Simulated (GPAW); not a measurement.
**A GW chain in GPAW: SnSeS (P3m1)**

Aim: the G0W0 gap of SnSeS (P3m1) on LDA, step by step.

Main program and level: GPAW 26.7.0; LDA and many-body steps on it, plane waves.

## Step 1: Set-up

The structure is trigonal, space group P3m1 (No. 156). Conventional cell: a = 3.760 Å, b = 3.760 Å, c = 6.364 Å, α = 90.00°, β = 90.00°, γ = 120.00°. Nearest to Sn lie 3 S at 2.61 Å and 3 Se at 2.69 Å. Nearest to Se lie 3 Sn at 2.69 Å. Nearest to S lie 3 Sn at 2.61 Å. Farther neighbours and most contacts between anions are not listed.

The cell and positions are those that the Materials Project relaxed with its own functionals (PBE, PBE+U or r2SCAN), kept fixed.

## Step 2: Ground state

This step: GPAW 26.7.0; DFT, LDA, plane waves, PAW.

The ground-state density comes first.

Contents of run.py:

```python
import json
import numpy as np
from gpaw.mpi import world
from ase import Atoms
from gpaw import GPAW, PW, FermiDirac

atoms = Atoms(['Sn', 'Se', 'S'],
    cell=[[3.7602027100, 0.0000000000, 0.0000000000],
      [-1.8801013550, 3.2564310702, 0.0000000000],
      [0.0000000000, 0.0000000000, 6.3640250100]],
    scaled_positions=[[0.3333333333, 0.6666666667, 0.0076460600],
      [0.0000000000, 0.0000000000, 0.7577104000],
      [0.6666666667, 0.3333333333, 0.2346445400]],
    pbc=(True, True, True))
calc = GPAW(mode=PW(450),
    xc='LDA',
    kpts={'size': (6, 6, 4), 'gamma': True},
    occupations=FermiDirac(0.001),
    nbands=-7,
    convergence={'density': 1e-6, 'bands': -3},
    maxiter=100,
    txt='gs.txt')
atoms.calc = calc
res = {'energy': atoms.get_potential_energy()}
kpts = calc.get_ibz_k_points()
res['kpts'] = kpts
res['eigenvalues'] = [calc.get_eigenvalues(kpt=k) for k in range(len(kpts))]
res['n_electrons'] = calc.get_number_of_electrons()
calc.write('gs.gpw')

if world.rank == 0:
    with open('result.json', 'w') as f:
        json.dump(res, f, default=lambda x: x.tolist())
```

Started as:

```sh
$ mpirun -n 4 gpaw python run.py
```

Numbers of over 12 decimals in the logs are rounded to 6 here.

Log:

```text
__  _  _
 | _ |_)|_||  |
 |__||  | ||/\| - 26.7.0

Input parameters:
  mode=PW(ecut=450.000000),
  convergence={'density': 1e-06, 'bands': -3},
  kpts=MonkhorstPack(size=(6, 6, 4), gamma=True),
  maxiter=100,
  nbands=-7,
  occupations=Occupations(name='fermi-dirac', width=0.001, fixmagmom=False),
  xc=XC(name='LDA')
  [... matrices ...]
Diagonalizing LCAO Hamiltonian
Converting LCAO to pw mode

       Se

            S
        Sn

Atoms  # Å, Bohr magnetons
|   | symbol |         x |        y |        z |    initial magnetic moments |
| 0 |     Sn | -0.000000 | 2.170954 | 0.048660 | ( 0.0000,  0.0000,  0.0000) |
| 1 |     Se |  0.000000 | 0.000000 | 4.822088 | ( 0.0000,  0.0000,  0.0000) |
| 2 |      S |  1.880101 | 1.085477 | 1.493284 | ( 0.0000,  0.0000,  0.0000) |

Unit cell  # Å
| periodic |         x |        y |        z |  lengths |     angles |
|      yes |  3.760203 | 0.000000 | 0.000000 | 3.760203 |  90.000000 |
|      yes | -1.880101 | 3.256431 | 0.000000 | 3.760203 |  90.000000 |
|      yes |  0.000000 | 0.000000 | 6.364025 | 6.364025 | 120.000000 |

Number of symmetries: 6
Symmetry operations  # r_c * U_cc + t_c -> r_c
|   | kind |            matrix            |
| 0 |  σ   |  1, 1, 0,  0,-1, 0,  0, 0, 1 |
| 1 |  E   |  1, 0, 0,  0, 1, 0,  0, 0, 1 |
| 2 |  C3  |  0, 1, 0, -1,-1, 0,  0, 0, 1 |
| 3 |  σ   |  0,-1, 0, -1, 0, 0,  0, 0, 1 |
| 4 |  σ   | -1, 0, 0,  1, 1, 0,  0, 0, 1 |
| 5 |  C3  | -1,-1, 0,  1, 0, 0,  0, 0, 1 |

BZ-sampling:
  Number of BZ points: 144
  Number of IBZ points: 24

  Monkhorst-Pack size: [6, 6, 4]
  Monkhorst-Pack shift: [0.083333, 0.083333, 0.125]

K-points  # in reciprocal-cell coordinates
|     |                                coordinates |     weight |
|   0 | (  0.00000000,   0.00000000,   0.00000000) | 0.00694444 |
|   1 | (  0.00000000,   0.00000000,   0.25000000) | 0.01388889 |
|   2 | (  0.00000000,   0.00000000,   0.50000000) | 0.00694444 |
|   3 | (  0.16666667,   0.00000000,  -0.25000000) | 0.04166667 |
|   4 | (  0.16666667,   0.00000000,   0.00000000) | 0.04166667 |
|   5 | (  0.16666667,   0.00000000,   0.25000000) | 0.04166667 |
|   6 | (  0.16666667,   0.00000000,   0.50000000) | 0.04166667 |
|   7 | (  0.33333333,  -0.16666667,   0.00000000) | 0.04166667 |
|   8 | (  0.33333333,  -0.16666667,   0.25000000) | 0.08333333 |
|   9 | (  0.33333333,  -0.16666667,   0.50000000) | 0.04166667 |
| ... |                                            |            |
|  23 | (  0.50000000,   0.50000000,   0.50000000) | 0.02083333 |

Plane wave coefficients: 1708
Cutoff: 450.000000 eV

Spin-components: 1 (collinear spins)
Bands:           20
Projectors:      16
Spin-degeneracy: 2
Datatype:        complex128

  Storage: CPU
  Wave functions: 12_986_880 bytes (3_246_720 per core)
  Projectors: 18_181_632 bytes (4_545_408 per core)
  [... matrices ...]
Parallelization:
  kpt:    4
  domain: 1
  band:   1

Density:
  Valence electrons: 26.0
  Components: 1
  Grid points: [20 20 32]
  Charge: 0.0  # |e|

Potential:
  Grid points: [20 20 32]

species:
  Sn:
    name:    Tin
    Z:       50.0
    valence: 14
    core:    36
    charge:  0.0  # [|e|]
    compensation charges:
      type: gauss
      rc: 0.38  # [Å]
      lmax: 2
    cutoffs:
      filter: 2.23  # [Å]
      core: 2.35  # [Å]
    projectors
    | kind |    occ | energy [eV] | rcut [Å] |
    |   5s |  2.000 |     -10.799 |    1.201 |
    |   5p |  2.000 |      -3.869 |    1.270 |
    |   4d | 10.000 |     -25.910 |    1.185 |
    |    s |        |      16.413 |    1.201 |
    |    p |        |      23.342 |    1.270 |
    |    d |        |       1.302 |    1.185 |

    Using partial waves for Sn as LCAO basis

  Se:
    name:    Selenium
    Z:       34.0
    valence: 6
    core:    28
    charge:  0.0  # [|e|]
    compensation charges:
      type: gauss
      rc: 0.27  # [Å]
      lmax: 2
    cutoffs:
      filter: 1.77  # [Å]
      core: 2.67  # [Å]
    projectors
    | kind |    occ | energy [eV] | rcut [Å] |
    |   4s |  2.000 |     -17.472 |    0.847 |
    |   4p |  4.000 |      -6.656 |    1.005 |
    |    s |        |       9.739 |    0.847 |
    |    p |        |      20.555 |    1.005 |
    |    d |        |       0.000 |    0.847 |

    Using partial waves for Se as LCAO basis

  S:
    name:    Sulfur
    Z:       16.0
    valence: 6
    core:    10
    charge:  0.0  # [|e|]
    compensation charges:
      type: gauss
      rc: 0.24  # [Å]
      lmax: 2
    cutoffs:
      filter: 1.77  # [Å]
      core: 1.66  # [Å]
    projectors
    | kind |    occ | energy [eV] | rcut [Å] |
    |   3s |  2.000 |     -17.278 |    0.974 |
    |   3p |  4.000 |      -7.106 |    0.979 |
    |    s |        |       9.933 |    0.974 |
    |    p |        |      20.105 |    0.979 |
    |    d |        |       0.000 |    0.900 |

    Using partial waves for S as LCAO basis

Reference energy: -244707.344395  # eV

eigensolver:
  PPCG
  Converge bands: -3
  niter=2

density mixing:
  MSR1-Mixer
  Pratt-step length: 0.05
  Maximum mixing coefficient: 0.75
  Old densities: 10
  SVD Regularization: 0.005
  Good broyden scale: 1.0
  Trust region scale: 1.0
  Backstep threshold: 4.0
  History deletion threshold: 6.0
  Fourier metric: weight=20.0, sigma=0.015

occupation numbers:
  Fermi-Dirac:
    width: 0.0010  # eV

poisson solver:
  ecut: 3600.000000  # eV

xc functional:
  name: None

Initialization done in: 0.977 s

convergence criteria:
- Maximum integral of absolute [dens]ity change: 1e-06 electrons / valence electron
- Maximum [total energy] change in last 3 cyles: 0.0005 eV / valence electron
- Maximum integral of absolute [eigenst]ate change: 4e-08 eV^2 / valence electron
maximum number of iterations: 100

SCF iterations
|iter     |     time |      energy | eigst |  dens |
|iter:   1|  |  -14.877296 | +0.64 |       |
|iter:   2|  |  -14.805166 | -0.77 | -1.20 |
|iter:   3|  |  -14.535649 | -1.60 | -1.24 |
|iter:   4|  |  -14.514883 | -2.22 | -1.70 |
|iter:   5|  |  -14.514100 | -3.53 | -2.14 |
|iter:   6|  |  -14.513456c| -3.70 | -2.49 |
|iter:   7|  |  -14.513359c| -4.39 | -3.07 |
|iter:   8|  |  -14.513358c| -6.08 | -3.47 |
|iter:   9|  |  -14.513359c| -7.12 | -4.08 |
|iter:  10|  |  -14.513359c| -7.44c| -4.67 |
|iter:  11|  |  -14.513359c| -7.95c| -5.64 |
|iter:  12|  |  -14.513359c| -8.28c| -6.16c|

Converged in 12 steps
SCF loop duration: 2.992 s (0.249 s/step)
Energy contributions relative to reference atoms: (reference = -244707.344395)
  [... matrices ...]
Energy contributions:
  Kinetic:          17.831622
  Coulomb:         -16.754257
  Zero:             -0.044834
  External:          0.000000
  Xc:              -15.545890
  Entropy:          -0.000000
  Spinorbit:         0.000000
  ----------------------------
  Free energy:     -14.513359
  Extrapolated:    -14.513359

dipole moment: (-8.272510, -11.257092, -20.278816)  # |e|*Ang

Fermi level: 4.491
Eigenvalues  # (at kpt = [0.000, 0.000, 0.000])
| band index |      eig [eV] | occ [0-2] |
|          0 |       -17.113 |     2.000 |
|        ... |               |           |
|          5 |        -9.813 |     2.000 |
|          6 |        -8.082 |     2.000 |
|          7 |        -1.864 |     2.000 |
|          8 |         2.966 |     2.000 |
|          9 |         2.966 |     2.000 |
|         10 |         3.586 |     2.000 |
|         11 |         3.849 |     2.000 |
|         12 |         3.849 |     2.000 |
|         13 |         5.031 |     0.000 |
|         14 |         7.021 |     0.000 |
|         15 |         8.666 |     0.000 |
|         16 |         8.666 |     0.000 |
|         17 |        11.801 |     0.000 |
|         18 |        12.969 |     0.000 |
|         19 |        13.247 |     0.000 |

Gap: 0.852 eV
Transition (v -> c):
  (s=0, k=2, n=12, [0.00, 0.00, 0.50]) -> (s=0, k=23, n=13, [0.50, 0.50, 0.50])
Direct/indirect transitions are different
Direct gap: 1.182 eV
Transition at: (s=0, k=0, n=12, [0.00, 0.00, 0.00])
# Writing to gs.gpw (mode='')
  [... matrices ...]
```

Run time: 5.7 s. Hardware: 4 MPI ranks of Arm Neoverse V1, shared host; peak memory 0.65 GiB.

This step gave:

| Property | Result |
| --- | --- |
| total energy | -14.51 eV |
| gap | 0.8516 eV |
| k of the valence top | 0, 0, 0.5 |
| k of the conduction bottom | 0.5, 0.5, 0.5 |
| least direct gap | 1.182 eV |

The gap is indirect, with the least direct gap 0.33 eV higher.

## Step 3: Empty states on the mesh, 3×3×2 mesh, 102 bands

The sums over transitions need many empty states on a uniform mesh; this step solves for them.

Contents of run.py:

```python
import json
import numpy as np
from gpaw.mpi import world
from gpaw import GPAW

calc = GPAW('gs.gpw').fixed_density(kpts={'size': (3, 3, 2), 'gamma': True},
    nbands=119,
    convergence={'bands': 102},
    txt='nscf.txt')
calc.write('full.gpw', mode='all')
res = {}
kpts = calc.get_ibz_k_points()
res['kpts'] = kpts
res['eigenvalues'] = [calc.get_eigenvalues(kpt=k) for k in range(len(kpts))]
res['n_electrons'] = calc.get_number_of_electrons()

if world.rank == 0:
    with open('result.json', 'w') as f:
        json.dump(res, f, default=lambda x: x.tolist())
```

Started as:

```sh
$ mpirun -n 4 gpaw python run.py
```

Log:

```text
Diagonalizing LCAO Hamiltonian
Converting LCAO to pw mode
convergence criteria:
- Maximum integral of absolute [eigenst]ate change: 4e-08 eV^2 / valence electron
maximum number of iterations: 100

SCF iterations
|iter     |     time |      energy | eigst |  dens |
|iter:   1|  |             | +4.03 |       |
|iter:   2|  |             | +2.82 |       |
|iter:   3|  |             | +1.73 |       |
[...]
|iter:  14|  |             | -6.85 |       |
|iter:  15|  |             | -7.34 |       |
|iter:  16|  |             | -7.54c|       |
SCF steps: 16
  __  _  _
 | _ |_)|_||  |
 |__||  | ||/\| - 26.7.0

Input parameters:
  mode=PW(ecut=450.000000),
  convergence={'bands': 102},
  gpts=array([20, 20, 32]),
  kpts=MonkhorstPack(size=(3, 3, 2), gamma=True),
  maxiter=100,
  nbands=119,
  occupations=Occupations(name='fermi-dirac', width=0.001, fixmagmom=False),
  parallel={},
  xc=XC(name='LDA')
# Writing to full.gpw (mode='all')
  [... matrices ...]

timing:  # [seconds]
  Total: 0.047  # ━━━━━━━━━━━━━━━━━━━━━━━━━━━━━━━━━━━━━━━━━━━━━━━━━━━━━━━━━━━
```

Run time: 12 s. Hardware: 4 MPI ranks; peak memory 0.67 GiB.

This step gave:

```yaml
gap: 1.134 eV
k_of_the_valence_top: 0, 0, 0.5
k_of_the_conduction_bottom: 0, 0, 0
least_direct_gap: 1.182 eV
k_points_computed: 6
lowest_point_of_the_top_converged_band_above_the_valence_top: 55.5040 eV
```

On this mesh the gap is 1.134 eV. The earlier step found 0.852 eV, so this mesh misses an edge.

## Step 4: Screening and self-energy, 3×3×2 mesh, 92 bands, screening to 65 eV

G0W0 replaces the xc potential by the self-energy, built once from these orbitals. Only a window of levels is corrected, while the sums run over the empty bands that the input names.

This step: G0W0 on LDA, plane waves, PAW.

Contents of run.py:

```python
import json
import numpy as np
from gpaw.mpi import world
from gpaw.response.g0w0 import G0W0

gw = G0W0('full.gpw',
    filename='gw',
    kpts=[0, 1],
    bands=(11, 15),
    ecut=65,
    nbands=92,
    integrate_gamma='WS',
    ppa=True)
gw.calculate()
res = {mode: {k: v for k, v in r.items() if k != 'sigma_eskwn'}
       for mode, r in gw.all_results.items()}

if world.rank == 0:
    with open('result.json', 'w') as f:
        json.dump(res, f, default=lambda x: x.tolist())
```

Started as:

```sh
$ mpirun -n 4 gpaw python run.py
```

Log:

```text
Using integrator: PointIntegrator
FrequencyGridDescriptor(from 0.000+0.000j to 0.000+27.211j eV, 2 points)
Nonperiodic BCs:  [False False False]
Using integrator: PointIntegrator
FrequencyGridDescriptor(from 0.000+0.000j to 0.000+27.211j eV, 2 points)
Nonperiodic BCs:  [False False False]
  ___  _ _ _
 |   || | | |
 | | || | | |
 |__ ||_____|
 |___|

BZ k-points: Symmetries present (total): 6

  [... matrices ...]
18 k-points: 3 x 3 x 2 Monkhorst-Pack grid + [0.000000,0.000000,1/4]
6 k-points in the irreducible part of the Brillouin zone
       k-points in crystal coordinates                weights
   0:     0.00000000    0.00000000    0.00000000          1/18
   1:     0.00000000    0.00000000    0.50000000          1/18
   2:     0.33333333    0.00000000    0.00000000          6/18
   3:     0.33333333    0.00000000    0.50000000          6/18
   4:     0.33333333    0.33333333    0.00000000          2/18
   5:     0.33333333    0.33333333    0.50000000          2/18

Distributing spins, k-points and bands (1 x 2 x 4) over 4 processes
Number of blocks: 1

Quasi particle states:
k-points (IBZ indices): [0, 1]
Band range: (11, 15)
  [... matrices ...]
Computational parameters:
Plane wave cut-off: 65 eV
Number of bands: 92
Coulomb cutoff: None
Broadening: 0.1 eV

fxc modes: GW
Kernel: RPA
Using Godby-Needs plasmon-pole approximation:
  Fitting energy: i*E0, E0 = 1.000 Hartree
Summing all q:

Calculating screened Coulomb potential
No Coulomb truncation
FrequencyGridDescriptor(from 0.000+0.000j to 0.000+27.211j eV, 2 points)
Removing empty qpoint cache files...

Calculating chi0 body with:
    Ground state adapter containing:
    Number of spins: 1
    Number of kpoints: 18
    Number of irreducible kpoints: 6
    Number of completely occupied states: 13
    Number of partially occupied states: 13
    Occupied states memory: 2.5390625 M / cpu

    Linear response parametrization:
    q_c: [0.0, 0.0, 0.0]
    Number of frequency points: 2
    Planewave cutoff: 65.0
    Number of bands: 92
    Number of planewaves: 99
    Broadening (eta): 1e-06
    comm.size: 4
    kncomm.size: 4
    blockcomm.size: 1

    Memory estimate of potentially large arrays:
        chi0_wGG: 0.299103 M / cpu
Integrating chi0 body.

Symmetries of q_c:
    Direct symmetries (Uq -> q): 6
    Indirect symmetries (TUq -> q): 6
In total 12 allowed symmetries.

  [... matrices ...]
6 groups of equivalent kpoints. 66.666667% reduction.

Integral kind: response function
Integrating chi0 head and wings.

Symmetries of q_c:
    Direct symmetries (Uq -> q): 6
    Indirect symmetries (TUq -> q): 6
In total 12 allowed symmetries.

  [... matrices ...]
6 groups of equivalent kpoints. 66.666667% reduction.

Integral kind: response function wings

Calculating chi0 body with:
    Ground state adapter containing:
    Number of spins: 1
    Number of kpoints: 18
    Number of irreducible kpoints: 6
    Number of completely occupied states: 13
    Number of partially occupied states: 13
    Occupied states memory: 2.5390625 M / cpu

[... the further q-points ...]

Results:
f:      Occupation numbers
eps:     KS-eigenvalues [eV]
vxc:     KS vxc [eV]
exx:     Exact exchange [eV]
sigma:   Self-energies [eV]
dsigma:  Self-energy derivatives
Z:       Renormalization factors
qp:      QP-energies [eV]

k-point 0 (0): (0.000, 0.000, 0.000)                GW
band       f     eps     vxc     exx   sigma  dsigma       Z      qp
                                                                   GW
  11   1.000   3.849 -15.842 -17.986   2.198  -0.290   0.775   3.891
  12   1.000   3.849 -15.842 -17.986   2.198  -0.290   0.775   3.891
  13   0.000   5.031 -15.172 -11.007  -2.975  -0.255   0.797   5.980
  14   0.000   7.021 -12.808  -7.831  -3.938  -0.246   0.803   7.855

k-point 1 (1): (0.000, 0.000, 0.500)                GW
band       f     eps     vxc     exx   sigma  dsigma       Z      qp
                                                                   GW
  11   1.000   3.897 -15.940 -18.070   2.190  -0.290   0.775   3.943
  12   1.000   3.897 -15.940 -18.070   2.190  -0.290   0.775   3.943
  13   0.000   6.102 -16.033 -11.531  -3.183  -0.267   0.789   7.143
  14   0.000   7.041 -13.370  -8.410  -3.868  -0.246   0.802   7.917
```

Wall time 9.2 s (4 MPI ranks); peak memory 1.2 GiB.

This step gave:

* G0W0 gap on the points computed: 2.036 eV
* least direct G0W0 gap on the computed points: 2.089 eV
* Z at the valence top: 0.7751
* Z at the conduction bottom: 0.7971
* starting gap on the mesh: 1.134 eV
* k of the valence top: 0, 0, 0.5
* k of the conduction bottom: 0, 0, 0

The gap on the mesh goes from 1.13 eV to 2.04 eV, a correction of +0.90 eV. The start differs from the 0.85 eV found before because the two sample other k points.

Limits: finite bands, cutoff and mesh; no spin-orbit coupling; coarse k mesh. v1 is the top filled band, c1 the lowest empty one. Levels before and after the correction, in eV, zero at the valence-band top of each column:

|  | conduction bottom | valence top |
| --- | --- | --- |
| Kohn-Sham | 1.13 | 0.00 |
| G0W0 | 2.04 | 0.00 |

|  | level | energy (eV) |
| --- | --- | --- |
| Kohn-Sham | Γ v2-v1 | -0.048 |
| Kohn-Sham | Γ c1 | 1.134 |
| Kohn-Sham | Γ c2 | 3.123 |
| Kohn-Sham | (0 0 0.5) v2-v1 | 0.000 |
| Kohn-Sham | (0 0 0.5) c1 | 2.205 |
| Kohn-Sham | (0 0 0.5) c2 | 3.144 |
| G0W0 | Γ v2-v1 | -0.052 |
| G0W0 | Γ c1 | 2.036 |
| G0W0 | Γ c2 | 3.911 |
| G0W0 | (0 0 0.5) v2-v1 | 0.000 |
| G0W0 | (0 0 0.5) c1 | 3.199 |
| G0W0 | (0 0 0.5) c2 | 3.973 |

## Step 5: Where the time went

Times are wall times on 4 MPI ranks of Arm Neoverse V1, shared host, good to a factor of about two.

```
                     step   time  share  memory (GiB)
             ground state  5.7 s   21 %          0.65
 empty states on the mesh   12 s   45 %          0.67
screening and self-energy  9.2 s   34 %           1.2
```

## Step 6: Outcome

* LDA gap: 0.85 eV, indirect
* G0W0 gap on the mesh: 2.04 eV
* G0W0 gap over the zone (rigid shift): 1.75 eV
* GW settings: 3×3×2 mesh, 92 bands, screening to 65 eV, Godby-Needs plasmon pole
* known limits: not at the basis limit; no spin-orbit coupling; coarse k mesh

G0W0 moves the gap on the mesh from 1.13 eV to 2.04 eV (+0.90 eV), with Z of 0.78 and 0.80 at the edges. The mesh misses the band edges by 0.28 eV in all; a rigid shift gives 1.75 eV for the zone. Only 2 of the mesh's irreducible points were corrected, so a valley elsewhere could overtake. Bands and cutoff are finite, so the gap is not at the basis limit. The miss can reach some tenths of an eV and take either sign; the mesh is an error of its own. These stock PAW sets were not made for GW; the filled d or f shell of Se lies in the frozen core, which bears on start and correction. In the G0W0 run levels were corrected at 2 k points alone, so a gap called «on the mesh» is the least over those, and an edge elsewhere would be missed. A denser mesh or path gives a starting gap of 0.85 eV: the GW mesh misses a band edge, so its gaps are not the fundamental one. The 3×3×2 mesh is coarse for this cell, which bears on the long-range parts of exchange and screening. The many-body steps are scalar-relativistic: spin-orbit coupling is not in them.

[Paths, hosts, dates, memory and timing lines, banners, echoed tables and standing remarks are left out of the program output.]

[Logs are printed without paths, hosts, clocks, repeated set-up lines and the standing remarks that a program may print on its own settings, such as how far it seeks lower states.]

[Runs of the session that timed out or met a known fault of the program may be left out.]

[Hosts, paths, dates, database ids (printed as entryN), source tags and the programs' standing remarks are cut or masked in the printed files.]
